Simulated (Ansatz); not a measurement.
## 3-layer 1T-PtSe2 (AA) in a perpendicular field

What dipole does a perpendicular field induce in the 3-layer 1T-PtSe2 (AA)? A positive field points along +c.

Main program and level: Ansatz 0.2.0; plane-wave DFT, PBEsol-D3(BJ), Ansatz PAW, in the first sound run; inputs show where later runs differ.

## 1. Set-up

The cell holds 9 atoms: 6 Se and 3 Pt. Its edges and angles: a = 3.750 Å, b = 3.750 Å, c = 31.003 Å, α = 90.0°, β = 90.0°, γ = 120.0°. Regions: layer 1: 1T-PtSe2, 3 atoms (2 Se and 1 Pt); layer 2: 1T-PtSe2, 3 atoms (2 Se and 1 Pt); layer 3: 1T-PtSe2, 3 atoms (2 Se and 1 Pt). Vacuum lies along c.

## 2. Relaxing the slab

The starting cell is a guess, so the in-plane lattice and the atoms are relaxed first, with the slab cut off from its images along the normal. The program lengthens the vector along the normal by itself, so c and the volume that it reports differ from the typed ones.

Contents of input.yaml:

```yaml
crystal:
  lattice:
    - [3.75, 0.0, 0.0]
    - [-1.875, 3.2475952642, 0.0]
    - [0.0, 0.0, 31.0031533865]
  atoms:
    - { symbol: Se, position: [0.6666666667, 0.3333333333, 0.2902930514] }
    - { symbol: Pt, position: [0.0, 0.0, 0.3268654247] }
    - { symbol: Se, position: [0.3333333333, 0.6666666667, 0.3634377979] }
    - { symbol: Se, position: [0.6666666667, 0.3333333333, 0.4634276267] }
    - { symbol: Pt, position: [0.0, 0.0, 0.5] }
    - { symbol: Se, position: [0.3333333333, 0.6666666667, 0.5365723733] }
    - { symbol: Se, position: [0.6666666667, 0.3333333333, 0.6365622021] }
    - { symbol: Pt, position: [0.0, 0.0, 0.6731345753] }
    - { symbol: Se, position: [0.3333333333, 0.6666666667, 0.7097069486] }
  periodic: [true, true, false]
kpoints:
  mp_grid: { grid: [12, 12, 1] }
hamiltonian:
  xc: pbesol
  dispersion: d3bj
scf:
  occupations: { method: fermi_dirac, width: 0.05 }
  convergence: { dr2_threshold: 1.0e-09 }
relax:
  f_tol: 0.004
  max_steps: 90
  cell: {}
output:
  write_potential: true
  write_density: true
  volumetric_format: npy
```

Run with:

```console
> ansatz run input.yaml --threads 8 --pin off --max-ram 12288MiB --backend cpu --events-out ev --progress --plain --runs-dir out
```

Numbers of over 12 decimals in the logs are rounded to 6 here.

Log:

```text
Warning: crystal.periodic: the lattice vector that does not repeat stood 0.000° off the slab's normal, 31.003 Å along it as the deck builds it. The run solves the slab on a vector along the normal, 49.806 Å long, with every atom where it was (on the deck's vector they left 18.00 Å outside them, and the widest stretch free of ions among them is 3.10 Å). A fractional position that the run reports is one of the run's ce [...]
Warning: relax.cell: scf.convergence.dr2_threshold = 1e-9 eV is looser than the 1.7008568316e-10 eV advised for a relaxation that steers and ends on the stress (1e-10 eV for each atom of the cell: 9, times the square of relax.cell.stress_2d_tol = 0.05 N/m over 23.0 Å (the atoms' height at the walk's start and 5 Å past either face), 2.174e-2 GPa, over a crystal's default 0.05). What an SCF threshold leaves in a stress goes as its square root, and in the free energy as the threshold itself, and one threshold admits the most on a small cell: [figures from the program's tests cut] Set scf.convergence.dr2_threshold to 1.7008568316e-10 eV or tighter. [rest of the remark cut]
crystal.periodic: the lattice vector that does not repeat stood 0.000° off the slab's normal, 31.003 Å along it as the deck builds it. The run solves the slab on a vector along the normal, 49.806 Å long, with every atom where it was (on the deck's vector they left 18.00 Å outside them, and the widest stretch free of ions among them is 3.10 Å). A fractional position that the run reports is one of the run's cell, which [...]
Engine: ansatz 0.2.0, aarch64-unknown-linux-gnu
Pseudopotentials: kind: paw
Pseudopotential: Se, paw, valence charge 16, recommended cutoff 420 eV (normal), Se.paw.azcp
Pseudopotential: Pt, paw, valence charge 18, recommended cutoff 420 eV (normal), Pt.paw.azcp
Functional definition: PBEsol
  exchange = pbesol_x
  correlation = pbesol_c
Crystal: 9 atoms, lattice volume = 606.565 Å³
Basis set: ecut = 420 eV, 11927 PW (Γ), exchange–correlation on 54×54×720 points (8 copies of the dense FFT grid, shifted against one another)
Bands: 90, of which v1, the nominal top of the filled ones, is band 75 counted from 1 (74 counted from 0)
Symmetry: 12 space group operations
Space group: P-3m1 (ITA 164), of the structure as read, at distance tolerance 8.5e-5 Å
k-points: 19 of 144
Non-local potential: Se, projectors of the file, l = 0: 2, l = 1: 2, l = 2: 3, l = 3: 1
Non-local potential: Pt, projectors of the file, l = 0: 3, l = 1: 2, l = 2: 2, l = 3: 1
PAW form: soft (Blöchl's): semilocal exchange-correlation on the pseudo side does not see the compensation charge
PAW frozen core: Se, regenerated for the run's functional, and the local potential with it (the file was generated under x = pbe(κ = 0.804, μ = 0.219515), c = pbe(β = 0.066725))
PAW frozen core: Pt, regenerated for the run's functional, and the local potential with it (the file was generated under x = pbe(κ = 0.804, μ = 0.219515), c = pbe(β = 0.066725))
PAW one-centre angular grid: Se, 590 points (default); XC on 64 Gauss nodes
PAW one-centre angular grid: Pt, 590 points (default); XC on 64 Gauss nodes
Initial density: superposition of atomic densities (neutral atoms: chi_scale 0, normalization atom), corrected by the library's trained network
Initial wavefunctions: pseudopotential atomic-orbital guess
Functional: x = pbesol(κ = 0.804, μ = 0.123457), c = pbesol(β = 0.046)
SCF iter   1: F=—  HF=-69702.533320 eV  |F-HF|=—  |Δ(HF+E_count)|=         —  Δρ=2.36e-3  dr2=5.95e-2  ethr=1.77e-3  ⟨swp⟩=12.2  Hψ=9489  notcnv=0  defer=33
preconditioner: auto → LDOS  [insulator: Δε(μ)=0.470 eV  Ē_g=10.124 eV  σ=0.050 eV  W_gap=0.98  n_scr=124 (ndim 8)  ℏωp=12.2 eV  f_vac=0.677  D(μ)=0.05/eV (n_scr^D=2)  ε∞_Penn≈2.5  β→1.0]
SCF iter   2: F=—  HF=-69702.530694 eV  |F-HF|=—  |Δ(HF+E_count)|=   2.63e-3  Δρ=2.32e-3  dr2=1.43e-1  ethr=3.96e-5  ⟨swp⟩=4.0  Hψ=4934  notcnv=0  defer=120
SCF iter   3: F=—  HF=-69702.505186 eV  |F-HF|=—  |Δ(HF+E_count)|=   2.55e-2  Δρ=1.12e-3  dr2=5.93e-2  ethr=3.96e-5  ⟨swp⟩=3.6  Hψ=3495  notcnv=0  defer=120
SCF iter   4: F=—  HF=-69702.498741 eV  |F-HF|=—  |Δ(HF+E_count)|=   6.44e-3  Δρ=2.52e-4  dr2=1.13e-3  ethr=3.95e-5  ⟨swp⟩=2.2  Hψ=2030  notcnv=0  defer=120
SCF iter   5: F=—  HF=-69702.499345 eV  |F-HF|=—  |Δ(HF+E_count)|=   6.04e-4  Δρ=2.43e-4  dr2=5.00e-4  ethr=7.56e-7  ⟨swp⟩=3.4  Hψ=3564  notcnv=0  defer=120
SCF iter   6: F=—  HF=-69702.499228 eV  |F-HF|=—  |Δ(HF+E_count)|=   1.17e-4  Δρ=7.62e-5  dr2=4.45e-5  ethr=3.33e-7  ⟨swp⟩=2.9  Hψ=2514  notcnv=0  defer=120
SCF iter   7: F=—  HF=-69702.499209 eV  |F-HF|=—  |Δ(HF+E_count)|=   1.90e-5  Δρ=4.37e-5  dr2=1.28e-5  ethr=2.97e-8  ⟨swp⟩=3.3  Hψ=3394  notcnv=0  defer=120
SCF iter   8: F=—  HF=-69702.499333 eV  |F-HF|=—  |Δ(HF+E_count)|=   1.24e-4  Δρ=8.96e-6  dr2=7.04e-7  ethr=8.51e-9  ⟨swp⟩=3.0  Hψ=3619  notcnv=0  defer=120
SCF iter   9: F=—  HF=-69702.499333 eV  |F-HF|=—  |Δ(HF+E_count)|=   9.23e-8  Δρ=1.92e-6  dr2=3.69e-8  ethr=4.69e-10  ⟨swp⟩=4.0  Hψ=3793  notcnv=0  defer=120
SCF iter  10: F=—  HF=-69702.499333 eV  |F-HF|=—  |Δ(HF+E_count)|=   8.92e-9  Δρ=7.27e-7  dr2=5.51e-9  ethr=2.46e-11  ⟨swp⟩=3.2  Hψ=3598  notcnv=0  defer=120
SCF iter  11: F=-69702.499333 eV  HF=-69702.499333 eV  |F-HF|=2.76e-10  |Δ(HF+E_count)|=   3.09e-9  Δρ=2.78e-7  dr2=9.60e-10  ethr=1.00e-12  ⟨swp⟩=12.7  Hψ=12856  notcnv=0
SCF 1 converged in 11 iterations: F = -69702.499333 eV  dr2 = 9.60e-10
  greatest PAW one-centre occupation: 1.000 electrons in one spin orbital (limit 2), on the Pt atom at site 4 (counted from 0), in its partial waves of l = 0
relax step   1: F+E_penalty+E_count = -69702.49933259 eV  Δ(F+E_penalty+E_count) = +0.000e0 eV  max|allowed force component| = 1.776e0 eV/Å  Δτ_max = 0.0000 Å  P = +8.757 N/m  Ω = 606.565 Å³  fix = [c, alpha, beta]  reactions: c +0.000 N/m  (11 SCF iters, accepted)
Crystal: 9 atoms, lattice volume = 600.662 Å³
Basis set: ecut = 420 eV, 11795 PW (Γ), exchange–correlation on 54×54×720 points (8 copies of the dense FFT grid, shifted against one another)
Initial density: handed on by an earlier stage of this run
Initial wavefunctions: those handed on with the density
iter 1 solved again at ethr=9.31e-5 eV; its pass at ethr=3.10e-3 eV (dr2=1.40e-1 eV) is discarded
SCF iter   1: F=—  HF=-69703.285029 eV  |F-HF|=—  |Δ(HF+E_count)|=         —  Δρ=6.96e-3  dr2=1.41e-1  ethr=9.31e-5  ⟨swp⟩=4.5  Hψ=9151  notcnv=0  defer=1
preconditioner: auto → LDOS  [insulator: Δε(μ)=0.155 eV  Ē_g=9.643 eV  σ=0.050 eV  W_gap=0.65  n_scr=124 (ndim 8)  ℏωp=12.3 eV  f_vac=0.670  D(μ)=0.64/eV (n_scr^D=6)  ε∞_Penn≈2.6  β→1.0]
[...]
relax step   5: F+E_penalty+E_count = -69703.58393650 eV  Δ(F+E_penalty+E_count) = -5.616e-2 eV  max|allowed force component| = 5.790e-2 eV/Å  Δτ_max = 0.1949 Å  P = +0.553 N/m  Ω = 589.364 Å³  energy of the carried Pulay correction = +1.171e-3 eV  fix = [c, alpha, beta]  reactions: c +0.000 N/m  (10 SCF iters, accepted)
[...]
relax step   6: F+E_penalty+E_count = -69703.59201743 eV  Δ(F+E_penalty+E_count) = -8.081e-3 eV  max|allowed force component| = 1.088e-2 eV/Å  Δτ_max = 0.0749 Å  P = +0.137 N/m  Ω = 593.822 Å³  energy of the carried Pulay correction = +8.644e-4 eV  fix = [c, alpha, beta]  reactions: c +0.000 N/m  (9 SCF iters, accepted)
[...]
relax step   7: F+E_penalty+E_count = -69703.59238970 eV  Δ(F+E_penalty+E_count) = -3.723e-4 eV  max|allowed force component| = 1.395e-2 eV/Å  Δτ_max = 0.0275 Å  P = +0.024 N/m  Ω = 594.847 Å³  energy of the carried Pulay correction = +7.942e-4 eV  fix = [c, alpha, beta]  reactions: c +0.000 N/m  (8 SCF iters, accepted)
[...]
relax step   8: F+E_penalty+E_count = -69703.59243489 eV  Δ(F+E_penalty+E_count) = -4.519e-5 eV  max|allowed force component| = 7.820e-3 eV/Å  Δτ_max = 0.0041 Å  P = +0.060 N/m  Ω = 594.881 Å³  energy of the carried Pulay correction = +7.919e-4 eV  fix = [c, alpha, beta]  reactions: c +0.000 N/m  (7 SCF iters, accepted)
[...]
relax step   9: F+E_penalty+E_count = -69703.59243877 eV  Δ(F+E_penalty+E_count) = -3.881e-6 eV  max|allowed force component| = 6.847e-4 eV/Å  Δτ_max = 0.0008 Å  P = +0.000 N/m  Ω = 594.951 Å³  energy of the carried Pulay correction = +7.871e-4 eV  fix = [c, alpha, beta]  reactions: c +0.000 N/m  (6 SCF iters, accepted)
Basis set: ecut = 420 eV, 11675 PW (Γ), exchange–correlation on 50×50×720 points (8 copies of the dense FFT grid, shifted against one another)
Initial wavefunctions: pseudopotential atomic-orbital guess (no wavefunctions were taken with the density)
iter 1 solved again at ethr=8.94e-7 eV; its pass at ethr=3.10e-3 eV (dr2=1.34e-3 eV) is discarded
SCF iter   1: F=—  HF=-69703.591590 eV  |F-HF|=—  |Δ(HF+E_count)|=         —  Δρ=1.71e-5  dr2=2.70e-7  ethr=8.94e-7  ⟨swp⟩=6.1  Hψ=16370  notcnv=0
eigensolver tolerance schedule: the retry pair's looser diagonalisation over-reported the residual by 4973.01 of it (diagonalisation noise at an unbounded share of the residual, at the tolerance the schedule requests for it); recorded, not acted on — ethr = c·dr2/N_el stays at c = 1.0e-1
SCF iter   2: F=—  HF=-69703.591693 eV  |F-HF|=—  |Δ(HF+E_count)|=   1.03e-4  Δρ=3.46e-6  dr2=8.57e-8  ethr=1.80e-10  ⟨swp⟩=5.8  Hψ=5946  notcnv=0
SCF iter   3: F=—  HF=-69703.591693 eV  |F-HF|=—  |Δ(HF+E_count)|=   8.42e-8  Δρ=1.70e-6  dr2=2.50e-8  ethr=5.71e-11  ⟨swp⟩=3.0  Hψ=3571  notcnv=0
SCF iter   4: F=-69703.591693 eV  HF=-69703.591693 eV  |F-HF|=1.44e-9  |Δ(HF+E_count)|=   3.17e-8  Δρ=3.25e-7  dr2=7.71e-10  ethr=1.00e-12  ⟨swp⟩=17.9  Hψ=16482  notcnv=0
SCF 10 converged in 4 iterations: F = -69703.591693 eV  dr2 = 7.71e-10
relax step  10: F+E_penalty+E_count = -69703.59169339 eV  Δ(F+E_penalty+E_count) = +7.454e-4 eV  max|allowed force component| = 6.906e-4 eV/Å  Δτ_max = 0.0000 Å  P = -0.002 N/m  Ω = 594.951 Å³  fix = [c, alpha, beta]  reactions: c -0.000 N/m  stress off target by 1.50e-3 N/m on what of the cell is left free  SCF on the basis re-selected at this cell (its energy is not comparable with the rows above)  (4 SCF iters)
basis re-selected at this cell: Δ(F+E_penalty+E_count) = +7.454e-4 eV, ΔP = -0.002 N/m vs the last step (what re-selecting the basis moved, of the pressure what is left beyond the Pulay correction that the steps carried, after the strain that the cell walked since its last selection, with what the two solves' SCF thresholds leave and, on support functions, any second-order correction that the steps lacked; it is no measure of the basis error at this ecutwfc). The dense FFT grid was sized anew with the basis: this SCF ran on 25×25×360 points, the steps before it on 27×27×360, so part of this shift can come from that change (see relax.cell in the input reference). [rest of the remark cut]
WARN: The output density's exchange-correlation potential varies sharply where the density is thin. Do not read a vacuum level from v_tot or v_xc, or from such a field of the output density. On a cell that repeats whose density bears no net charge and no dipole along the vacuum's axis use v_es (v_loc + v_h of the components); under efield.dipole_correction with no amplitude use v_es + v_field, which holds any externa [...]
SCF converged after 4 iterations
Free energy (F): -69703.591693 eV
Harris-Foulkes:  -69703.591693 eV  (|F-HF|=1.44e-9)
Internal energy: -69703.575532 eV  (E = F + TS)
E sigma→0 (E₀):  -69703.583613 eV
Entropy (-TS):   -0.016161 eV (-1.796 meV/atom)
Fermi energy:    -4.688024 eV
--- Per-component energies (eV) ---
  E_band       = -5587.549064
  E_kinetic    = 2628.971598
  E_local      = -1356516.987873  (includes V_loc(G=0)·N_el)
  E_nonlocal   = -2942.403379
  E_hartree    = 676159.315432
  E_xc         = -1403.888042
  E_vxc        = -1499.702391  (∫ρ·V_xc dr)
  E_paw        = -39160.925548  (= ΣΔE_a)
  E_vpaw       = 423.932269  (= ΣTr[D̂ρ^β])
  E_aug_tail   = -0.002990  (compensation charges beyond the density's cutoff)
  E_ewald      = 651528.848000
  E_disp       = -3.414377  (pairwise vdW)
  E_core_change = 6.911646  (= ΣΔE_core)
  E_smearing   = -0.016161  (= −TS)
  E_closure    = -0.000000  (closes the sum)
  Σ components = -69703.591693   (vs F -69703.591693, Δ=0.00e0)
--- Forces (eV/Å), atoms counted from 1 ---
  atom   1  Se     0.00000000     0.00000000     0.00023043
  atom   2  Pt    -0.00000000    -0.00000000    -0.00069056
  atom   3  Se    -0.00000000    -0.00000000     0.00016811
  atom   4  Se     0.00000000     0.00000000    -0.00018228
  atom   5  Pt     0.00000000    -0.00000000     0.00000000
  atom   6  Se    -0.00000000    -0.00000000     0.00018228
  atom   7  Se     0.00000000     0.00000000    -0.00016811
  atom   8  Pt     0.00000000     0.00000000     0.00069056
  atom   9  Se    -0.00000000    -0.00000000    -0.00023043
  max |Σ_I F_I| component: 1.16e-18 eV/Å
--- 2D stress c σ (N/m, compression-positive) ---
       -0.001502      -0.000000       0.000000
       -0.000000      -0.001502      -0.000000
        0.000000      -0.000000      -0.000000
  P = ½ c Tr σ = -0.0015 N/m
--- Band table (eV; the first three rows and the last of 19) ---
  k-point 0: bands = [... 71 lower, -5.7871, -5.7871, -5.6737, -4.4994, -3.4736, -3.4736, -2.8512, -2.8512, ... 11 higher]
  k-point 1: bands = [... 71 lower, -5.9205, -5.7679, -5.1004, -4.6369, -3.6220, -3.6099, -3.3356, -2.9494, ... 11 higher]
  k-point 2: bands = [... 71 lower, -6.0447, -5.7952, -5.5367, -4.8762, -3.9033, -3.8711, -3.8481, -3.1903, ... 11 higher]
  k-point 18: bands = [... 71 lower, -6.9354, -6.9354, -6.5561, -6.5561, -4.5821, -4.5821, -3.6681, -3.6681, ... 11 higher]
  the weakly bound empty levels are not read free of the cell's end (no_gap_told)
--- Relaxed structure (9 steps of the walk, 9 accepted, 1 SCFs on fresh bases) ---
  F+E_penalty+E_count = -69703.59169339 eV   max|allowed force component| = 6.906e-4 eV/Å   (the final SCF, on the basis selected at the relaxed cell)
  cell:  # Å, volume = 594.9513 Å³
    - [3.713926, 0.0, 0]
    - [-1.856963, 3.216354, 0]
    - [0, 0, 49.806307]
  atoms:
    - { symbol: Se, position: [0.666667, 0.333333, 0.191091] }
    - { symbol: Pt, position: [2.716731344269437e-17, 7.76208955505569e-18, 0.217142] }
    - { symbol: Se, position: [0.333333, 0.666667, 0.242505] }
    - { symbol: Se, position: [0.666667, 0.333333, 0.285680] }
    - { symbol: Pt, position: [0, 0, 0.311237] }
    - { symbol: Se, position: [0.333333, 0.666667, 0.336794] }
    - { symbol: Se, position: [0.666667, 0.333333, 0.379970] }
    - { symbol: Pt, position: [-2.7167313442694346e-17, -7.762089555055691e-18, 0.405333] }
    - { symbol: Se, position: [0.333333, 0.666667, 0.431384] }
```

Wall time 1.7 min (8 threads of Arm Neoverse V1, shared host); peak memory 2.7 GiB; 13 min of CPU time.

Relaxation path:

```tsv
step	energy less that of the first step (eV)	largest force component (eV/Å)	volume (Å³)
1	0.0000	1.7764	606.57
2	-0.7536	0.3263	600.66
3	-0.9371	0.1892	583.81
4	-1.0284	0.1202	583.31
5	-1.0846	0.0579	589.36
6	-1.0927	0.0109	593.82
7	-1.0931	0.0140	594.85
8	-1.0931	0.0078	594.88
9	-1.0931	0.0007	594.95
10*	-1.0924	0.0007	594.95
```

Relaxation steps marked * repeat the geometry before them on a plane-wave basis chosen anew for their cell, so energy and pressure can jump there.

Forces are held to the 12 operations that the run works with; a distortion that breaks them can't arise in this run.

```tsv
cell as run	before	after	change
a (Å)	3.750	3.714	-1.0 %
b (Å)	3.750	3.714	-1.0 %
```

The atoms that moved most (Å, along periodic axes as changes of fractional coordinates times the final cell, across vacuum about the mean position):

```tsv
atom	dx	dy	dz	length
Se3	0.000	0.000	0.811	0.811
Se7	0.000	0.000	-0.811	0.811
Pt8	0.000	0.000	-0.681	0.681
Pt2	0.000	0.000	0.681	0.681
Se1	0.000	0.000	0.518	0.518
Se9	0.000	0.000	-0.518	0.518
Se6	0.000	0.000	0.139	0.139
Se4	0.000	0.000	-0.139	0.139
```

Numbers from this step:

```yaml
energy_at_zero_smearing: -69703.5836 eV
```

The lattice constant a goes from 3.750 to 3.714 Å.

(Part 1 of 3 ends here.)

[Logs are printed without paths, hosts, clocks, repeated set-up lines and the standing remarks that a program may print on its own settings, such as how far it seeks lower states.]

[Hosts, paths, dates, database ids (printed as entryN), source tags and the programs' standing remarks are cut or masked in the printed files.]

[Maps of the electrostatic potential energy from Ansatz leave out the sawtooth potential of an applied field or a dipole correction, so their vacuum need not be flat; planar profiles and work functions include it.]
